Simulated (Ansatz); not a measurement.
**WSe2 (P6_3/mmc): spin-orbit coupling beyond the local functionals**

Aim: the spin-orbit change of the gap of WSe2 (P6_3/mmc).

Main program and level: Ansatz 0.2.0; density functionals with and without spin-orbit coupling, plane waves, PAW.

The database entry behind the starting cell differs from later determinations by our own check (a about 0.2 % long), so it need not match the best structure at ambient conditions.

### Step 1. Starting point

It takes space group P6_3/mmc (No. 194, hexagonal). The conventional cell has a = 3.290 Å, b = 3.290 Å, c = 12.970 Å, α = 90.00°, β = 90.00°, γ = 120.00°. Nearest to W lie 6 Se at 2.53 Å. Nearest to Se lie 3 W at 2.53 Å. Farther neighbours and most contacts between anions are not listed.

Coordinates:

```cif
data_structure
_symmetry_space_group_name_H-M 'P 1'
_symmetry_Int_Tables_number 1
_cell_length_a 3.2900
_cell_length_b 3.2900
_cell_length_c 12.9700
_cell_angle_alpha 90.000
_cell_angle_beta 90.000
_cell_angle_gamma 120.000
_cell_volume 121.58
loop_
_atom_site_label
_atom_site_type_symbol
_atom_site_fract_x
_atom_site_fract_y
_atom_site_fract_z
_atom_site_occupancy
W1 W 0.33333 0.66667 0.25000 1
W2 W 0.66667 0.33333 0.75000 1
Se3 Se 0.33333 0.66667 0.62100 1
Se4 Se 0.66667 0.33333 0.12100 1
Se5 Se 0.33333 0.66667 0.87900 1
Se6 Se 0.66667 0.33333 0.37900 1
```

The cell and positions come from the Crystallography Open Database and are kept as given unless a step says otherwise. Spin-orbit coupling is left out unless a step names it. The default PAW set here is soft_2. Its files were made with PBE.

### Step 2. HSE06, 6×6×2 mesh

This step: DFT, HSE06, plane waves, PAW.

input.yaml reads:

```yaml
crystal:
  lattice:
    - [3.29, 0.0, 0.0]
    - [-1.645, 2.8492235785, 0.0]
    - [0.0, 0.0, 12.97]
  atoms:
    - { symbol: W, position: [0.3333333333, 0.6666666667, 0.25] }
    - { symbol: W, position: [0.6666666667, 0.3333333333, 0.75] }
    - { symbol: Se, position: [0.3333333333, 0.6666666667, 0.621] }
    - { symbol: Se, position: [0.6666666667, 0.3333333333, 0.121] }
    - { symbol: Se, position: [0.3333333333, 0.6666666667, 0.879] }
    - { symbol: Se, position: [0.6666666667, 0.3333333333, 0.379] }
kpoints:
  mp_grid: { grid: [6, 6, 2] }
  band_path:
    path:
      - [0.0, 0.0, 0.0]
      - [0.5, 0.0, 0.0]
      - [0.33333333, 0.33333333, 0.0]
      - [0.0, 0.0, 0.5]
      - [0.5, 0.0, 0.5]
      - [0.33333333, 0.33333333, 0.5]
      - [0.1666666667, 0.1666666667, 0.0]
    npoints: 1
hamiltonian:
  xc: hse06
scf:
  occupations: { method: fixed }
  n_extra_bands: 6
output:
  eigenvalues: true
  write_density: true
  write_potential: true
  elf: true
  volumetric_format: npy
```

On the command line:

```
ansatz run input.yaml --threads 3 --pin off --max-ram 92160MiB --backend cuda --events-out ev --progress --plain --runs-dir out --devices 1 --max-vram 13GiB
```

Numbers of over 12 decimals in the logs are rounded to 6 here.

The log of the run:

```text
scf.n_extra_bands = 6 over 46 filled bands (N_el = 92.0): the run solves 52 bands
GPUs: using 1 of 1 available (devices: 1).
Engine: ansatz 0.2.0, x86_64-unknown-linux-gnu
Pseudopotentials: kind: paw
Pseudopotential: W, paw, valence charge 14, recommended cutoff 420 eV (normal), W.paw.azcp
Pseudopotential: Se, paw, valence charge 16, recommended cutoff 420 eV (normal), Se.paw.azcp
Functional definition: HSE06
  parameter a = 0.25
  parameter omega = 0.11/bohr
  exchange = pbe_x - a*pbe_x_sr(omega) + a*exact_x_sr(omega)
  correlation = pbe_c
davidson cushion auto → on  (no smearing: the cushion is to keep the highest requested band from converging to the state above it; pin scf.eigensolver.cushion to override)
device memory: the entry about to start is reckoned to put 2.4 GiB on a device that reports 54.4 GiB free (of which the cap on the GPU budget leaves the run 13.0 GiB)
GPU FFT provider: cuFFT
GPU libraries: cuBLAS 13.8.2, cuFFT 12.4.0, cuSOLVER 12.3.4
Crystal: 6 atoms, lattice volume = 121.580 Å³
Basis set: ecut = 420 eV, 2419 PW (Γ)
Bands: 52, of which v1, the nominal top of the filled ones, is band 46 counted from 1 (45 counted from 0)
Symmetry: 24 space group operations
Space group: P63/mmc (ITA 194), of the structure as read, at distance tolerance 5.0e-5 Å
k-points: 14 of 72
Non-local potential: W, projectors of the file, l = 0: 3, l = 1: 2, l = 2: 2, l = 3: 1
Non-local potential: Se, projectors of the file, l = 0: 2, l = 1: 2, l = 2: 3, l = 3: 1
PAW form: soft (Blöchl's): semilocal exchange-correlation on the pseudo side does not see the compensation charge
PAW frozen core: W, regenerated for the run's functional, and the local potential with it (the file was generated under x = pbe(κ = 0.804, μ = 0.219515), c = pbe(β = 0.066725))
PAW frozen core: Se, regenerated for the run's functional, and the local potential with it (the file was generated under x = pbe(κ = 0.804, μ = 0.219515), c = pbe(β = 0.066725))
PAW one-centre angular grid: W, 590 points (default); XC on 64 Gauss nodes
PAW one-centre angular grid: Se, 590 points (default); XC on 64 Gauss nodes
Initial density: superposition of atomic densities (neutral atoms: chi_scale 0, normalization atom), corrected by the library's trained network
Initial wavefunctions: pseudopotential atomic-orbital guess
GPU buffer pool allocated for 51840 grid points (all kernels)
GPU transforms: local potential and band sums: pruned to the plane-wave sphere, on 24×24×90
Functional: x = pbe(κ = 0.804, μ = 0.219515), c = pbe(β = 0.066725), warm-up for x = pbe(κ = 0.804, μ = 0.219515) + 0.25 (exact − pbe) at short range (hse, ω = 0.207870 Å⁻¹), c = pbe(β = 0.066725); HSE06 as pw.x's `hse` composes it (authors' and Libxc's form: `xc: wpbeh`)
[...]
Frozen-core exchange: fock
SCF iter   1: F=—  HF=-42657.166885 eV  |F-HF|=—  |Δ(HF+E_count)|=         —  Δρ=6.03e-5  dr2=3.19e-6  ethr=1.07e-6  ⟨swp⟩=2.0  Hψ=1610  notcnv=0
preconditioner: auto → none  [insulator: Δε(μ)=1.446 eV  Ē_g=9.246 eV  n_scr=40 (ndim 8)  ℏωp=20.2 eV  f_vac=0.044]
SCF iter   2: F=—  HF=-42657.166887 eV  |F-HF|=—  |Δ(HF+E_count)|=   2.27e-6  Δρ=2.53e-5  dr2=1.01e-6  ethr=2.94e-9  ⟨swp⟩=4.0  Hψ=2689  notcnv=0
iter 3 solved again at ethr=3.88e-11 eV; its pass at ethr=5.78e-10 eV (dr2=3.57e-8 eV) is discarded
SCF iter   3: F=—  HF=-42657.166887 eV  |F-HF|=—  |Δ(HF+E_count)|=   1.89e-7  Δρ=4.40e-6  dr2=4.33e-7  ethr=3.88e-11  ⟨swp⟩=2.0  Hψ=3751  notcnv=0
SCF iter   4: F=—  HF=-42657.166890 eV  |F-HF|=—  |Δ(HF+E_count)|=   2.32e-6  Δρ=9.45e-6  dr2=1.27e-7  ethr=3.88e-11  ⟨swp⟩=4.6  Hψ=2893  notcnv=0
SCF iter   5: F=-42657.166890 eV  HF=-42657.166890 eV  |F-HF|=3.09e-8  |Δ(HF+E_count)|=   2.86e-8  Δρ=3.11e-6  dr2=5.15e-8  ethr=3.88e-11  ⟨swp⟩=3.0  Hψ=1940  notcnv=0
SCF 3 converged in 5 iterations: F = -42657.166890 eV  dr2 = 5.15e-8
hybrid outer 2: dexx = +3.193e-6 eV, tail = 2.00e-7 eV, Δε = 1.56e-3 eV (about 9.40e-5 eV left of the loop's levels)
device memory: the entry about to start is reckoned to put 0.9 GiB on a device that reports 55.2 GiB free (of which the cap on the GPU budget leaves the run 13.0 GiB)
NSCF: frozen V_eff on 7 k-points
hybrid SCF converged: 2 outer / 12 inner (+5 warm-up), last move |dexx| = 3.19e-6 eV, tail = 2.00e-7 eV
Stability not checked: this state was not tested for a lower state beside it, because the functional holds exact exchange (a hybrid, or Hartree-Fock), whose exchange loop this test does not read (fock_operator; see scf.lower_state_search)
Free energy (F): -42657.166890 eV
Frozen-core exchange: fock
Harris-Foulkes:  -42657.166890 eV  (|F-HF|=3.09e-8)
Internal energy: -42657.166890 eV  (E = F + TS)
E sigma→0 (E₀):  -42657.166890 eV
Fermi energy:    12.634012 eV
--- Per-component energies (eV) ---
  E_band       = -1940.016997
  E_kinetic    = 1372.543151
  E_local      = -11409.539985  (includes V_loc(G=0)·N_el)
  E_nonlocal   = -2380.179891
  E_hartree    = 5487.224313
  E_xc         = -760.950759
  E_vxc        = -695.621653  (∫ρ·V_xc dr)
  E_exx        = -354.553185  (= α·E_x^exact, valence–valence)
  E_paw        = -24606.733000  (= ΣΔE_a)
  E_vpaw       = 907.436448  (= ΣTr[D̂ρ^β])
  E_aug_tail   = -0.002481  (compensation charges beyond the density's cutoff)
  E_ewald      = -9994.845457
  E_core_change = -10.129596  (= ΣΔE_core)
  E_smearing   = -0.000000  (= −TS)
  E_closure    = -0.000000  (closes the sum)
  Σ components = -42657.166890   (vs F -42657.166890, Δ=0.00e0)
--- Band table (eV; the first three rows and the last of 14) ---
  k-point 0: bands = [... 42 lower, 10.9438, 11.3276, 11.4059, 12.6340, 15.9085, 15.9085, 15.9617, 15.9617, ... 2 higher]
  k-point 1: bands = [... 42 lower, 10.9119, 10.9119, 12.3695, 12.3695, 15.9102, 15.9102, 15.9102, 15.9102, ... 2 higher]
  k-point 2: bands = [... 42 lower, 10.5129, 11.3510, 11.4050, 11.8830, 14.8410, 15.4521, 15.4583, 15.5447, ... 2 higher]
  k-point 13: bands = [... 42 lower, 9.5026, 9.5026, 12.2768, 12.2768, 14.4100, 14.4100, 15.6929, 15.6929, ... 2 higher]
```

The job ended after 43 s (1 × NVIDIA H100 80GB HBM3 (shared by 6 runs) with 3 threads of AMD EPYC 7R13 (Zen 3), shared host; peak memory 1.5 GiB; 71 s of CPU time).

Numbers from this step:

| Item | Value |
| --- | --- |
| gap | 1.446 eV |
| valence top at | Γ |
| conduction bottom at | k = (0.167, 0.167, 0.000) |
| least direct gap | 1.985 eV |
| exact-exchange fraction | 0.25 |

The gap is indirect, with the least direct gap 0.54 eV higher.

### Step 3. HSE06+SOC, 6×6×2 mesh

The many-body steps leave out spin-orbit coupling, so its effect is taken from a two-component run, with twice the bands.

This step: DFT, HSE06 with spin-orbit coupling, plane waves, PAW.

input.yaml: that of step 2 with these lines changed.

```diff
@@ -27,4 +27,7 @@
 scf:
-  occupations: { method: fixed }
-  n_extra_bands: 6
+  occupations: { method: fermi_dirac, width: 0.02 }
+  n_extra_bands: 12
+magnetization:
+  noncollinear: true
+  spin_orbit: true
 output:
```

The log of the run:

```text
[...]
GPUs: using 1 of 1 available (devices: 1).
[...]
non-collinear run that drives no moment, with spin-orbit: no starting moment large enough to seed its density (crystal.atoms[].spin), no starting occupations that ask for one, no magnetisation constraint and no magnetic field, so the semilocal B_xc is pinned to zero
[...]
GPU FFT provider: cuFFT
GPU libraries: cuBLAS 13.8.2, cuFFT 12.4.0, cuSOLVER 12.3.4
Crystal: 6 atoms, lattice volume = 121.580 Å³
Basis set: ecut = 420 eV, 2419 PW (Γ)
Bands: 104, of which v1, the nominal top of the filled ones, is band 92 counted from 1 (91 counted from 0)
Symmetry: 24 space group operations + 24 with time reversal
[...]
k-points: 14 of 72
Projection manifold: j_resolved (fully-relativistic pseudo-atomic orbitals)
[...]
GPU buffer pool allocated for 51840 grid points (all kernels)
[...]
SCF iter   1: F=—  HF=-42699.899078 eV  |F-HF|=—  |Δ(HF+E_count)|=         —  Δρ=3.46e-2  dr2=4.89e0  dr2_m=0.00e0 (ungated)  ethr=1.00e-1  |M|=0.00e0 ∫|m|=0.00e0 μB  |m|>n=0.0e0 m-floor=0.0e0 τ_xc=0.0e0  β_m=0.30  ⟨swp⟩=3.5  Hψ=4925  notcnv=0
[...]
SCF iter   6: F=-42699.061646 eV  HF=-42699.061669 eV  |F-HF|=2.36e-5  |Δ(HF+E_count)|=   1.45e-4  Δρ=2.62e-4  dr2=6.72e-5  dr2_m=0.00e0 (ungated)  ethr=1.51e-6  |M|=0.00e0 ∫|m|=0.00e0 μB  |m|>n=0.0e0 m-floor=0.0e0 τ_xc=0.0e0  ⟨swp⟩=4.6  Hψ=3819  notcnv=0  defer=4
SCF 1 stopped early in 6 iterations: F = -42699.061646 eV  dr2 = 6.72e-5
[...]
GPU FFT provider: cuFFT
GPU libraries: cuBLAS 13.8.2, cuFFT 12.4.0, cuSOLVER 12.3.4
Projection manifold: j_resolved (fully-relativistic pseudo-atomic orbitals)
[...]
GPU buffer pool allocated for 51840 grid points (all kernels)
[...]
Frozen-core exchange: fock
SCF iter   1: F=—  HF=-42666.115714 eV  |F-HF|=—  |Δ(HF+E_count)|=         —  Δρ=7.13e-3  dr2=1.34e-1  dr2_m=0.00e0 (ungated)  ethr=7.31e-7  |M|=0.00e0 ∫|m|=0.00e0 μB  |m|>n=0.0e0 m-floor=0.0e0 τ_xc=0.0e0  β_m=0.30  ⟨swp⟩=6.1  Hψ=6629  notcnv=0
[...]
SCF iter   6: F=-42666.091158 eV  HF=-42666.091159 eV  |F-HF|=1.15e-6  |Δ(HF+E_count)|=   8.30e-6  Δρ=2.89e-5  dr2=4.64e-6  dr2_m=0.00e0 (ungated)  ethr=2.78e-8  |M|=0.00e0 ∫|m|=0.00e0 μB  |m|>n=0.0e0 m-floor=0.0e0 τ_xc=0.0e0  ⟨swp⟩=3.0  Hψ=3198  notcnv=0
SCF 2 stopped early in 6 iterations: F = -42666.091158 eV  dr2 = 4.64e-6
[...]
hybrid outer 1: dexx = +2.258e-2 eV, tail = 1.99e-4 eV
GPU FFT provider: cuFFT
GPU libraries: cuBLAS 13.8.2, cuFFT 12.4.0, cuSOLVER 12.3.4
Projection manifold: j_resolved (fully-relativistic pseudo-atomic orbitals)
GPU buffer pool allocated for 51840 grid points (all kernels)
[...]
Frozen-core exchange: fock
SCF iter   1: F=—  HF=-42666.091752 eV  |F-HF|=—  |Δ(HF+E_count)|=         —  Δρ=7.18e-5  dr2=1.34e-5  dr2_m=0.00e0 (ungated)  ethr=1.08e-6  |M|=0.00e0 ∫|m|=0.00e0 μB  |m|>n=0.0e0 m-floor=0.0e0 τ_xc=0.0e0  β_m=0.30  ⟨swp⟩=4.3  Hψ=3129  notcnv=0
[...]
SCF iter   4: F=-42666.091756 eV  HF=-42666.091756 eV  |F-HF|=5.51e-9  |Δ(HF+E_count)|=   4.77e-8  Δρ=6.96e-6  dr2=4.21e-8  dr2_m=0.00e0 (ungated)  ethr=2.22e-10  |M|=0.00e0 ∫|m|=0.00e0 μB  |m|>n=0.0e0 m-floor=0.0e0 τ_xc=0.0e0  ⟨swp⟩=3.0  Hψ=3254  notcnv=0
SCF 3 converged in 4 iterations: F = -42666.091756 eV  dr2 = 4.21e-8
[...]
NSCF: frozen V_eff on 7 k-points
[...]
Magnetization: |M| = 0.0000 μB,  M = (+0.0000, +0.0000, +0.0000) μB
Absolute magnetization: 0.0000 μB (∫|m|)
  site 0: m = (+0.0000, +0.0000, +0.0000) μB, |m| = 0.0000 μB  (R = 1.04 Å)
  site 1: m = (+0.0000, +0.0000, +0.0000) μB, |m| = 0.0000 μB  (R = 1.04 Å)
  site 2: m = (+0.0000, +0.0000, +0.0000) μB, |m| = 0.0000 μB  (R = 1.04 Å)
  site 3: m = (+0.0000, +0.0000, +0.0000) μB, |m| = 0.0000 μB  (R = 1.04 Å)
  site 4: m = (+0.0000, +0.0000, +0.0000) μB, |m| = 0.0000 μB  (R = 1.04 Å)
  site 5: m = (+0.0000, +0.0000, +0.0000) μB, |m| = 0.0000 μB  (R = 1.04 Å)
Free energy (F): -42666.091757 eV
Frozen-core exchange: fock
[...]
Internal energy: -42666.091757 eV  (E = F + TS)
E sigma→0 (E₀):  -42666.091757 eV
Fermi energy:    13.375082 eV
[...]
--- Band table (eV; the first three rows and the last of 14) ---
  k-point 0: bands = [... 88 lower, 11.5420, 11.5420, 12.7126, 12.7126, 15.7207, 15.7207, 15.7774, 15.7774, ... 8 higher]
  k-point 1: bands = [... 88 lower, 12.4393, 12.4393, 12.4393, 12.4393, 15.7388, 15.7388, 15.7388, 15.7388, ... 8 higher]
  k-point 2: bands = [... 88 lower, 11.4829, 11.4829, 11.9387, 11.9387, 14.8415, 14.8415, 15.3613, 15.3613, ... 8 higher]
  k-point 13: bands = [... 88 lower, 12.0202, 12.0202, 12.5741, 12.5741, 14.3762, 14.3762, 14.3877, 14.3877, ... 8 higher]
```

Run time: 3.7 min. Hardware: 1 × NVIDIA H100 80GB HBM3 (shared by 6 runs) with 3 threads; peak memory 3 GiB.

Numbers from this step:

```yaml
gap: 1.360 eV
valence_top_at: Γ
conduction_bottom_at: k = (0.167, 0.167, 0.000)
least_direct_gap: 1.733 eV
exact_exchange_fraction: 0.25
```

The gap stands −0.09 eV against HSE06.

### Step 4. Together

Times are wall times on 1 × NVIDIA H100 80GB HBM3 (shared by 6 runs) with 3 threads of AMD EPYC 7R13 (Zen 3), shared host. The host was busy with other work, so they are no guide to cost.

```tsv
level	gap (eV)	with coupling (eV)	change (eV)	time	with coupling
HSE06	1.45	1.36	−0.09	43 s	3.7 min
```

### Step 5. What came out

| Quantity | Value |
| --- | --- |
| HSE06 | 1.45 eV |
| HSE06+SOC | 1.36 eV |

What this shows: Spin-orbit coupling changes the gap by −0.09 eV and the least direct gap by −0.25 eV.

[Paths, hosts, dates, memory and timing lines, banners, echoed tables and standing remarks are left out of the program output.]

[Logs are printed without paths, hosts, clocks, repeated set-up lines and the standing remarks that a program may print on its own settings, such as how far it seeks lower states.]

[Runs of the session that timed out or met a known fault of the program may be left out.]

[Cells called generated may have been cut or substituted from an entry of the Crystallography Open Database or the Materials Project.]

[Hosts, paths, dates, database ids (printed as entryN), source tags and the programs' standing remarks are cut or masked in the printed files.]
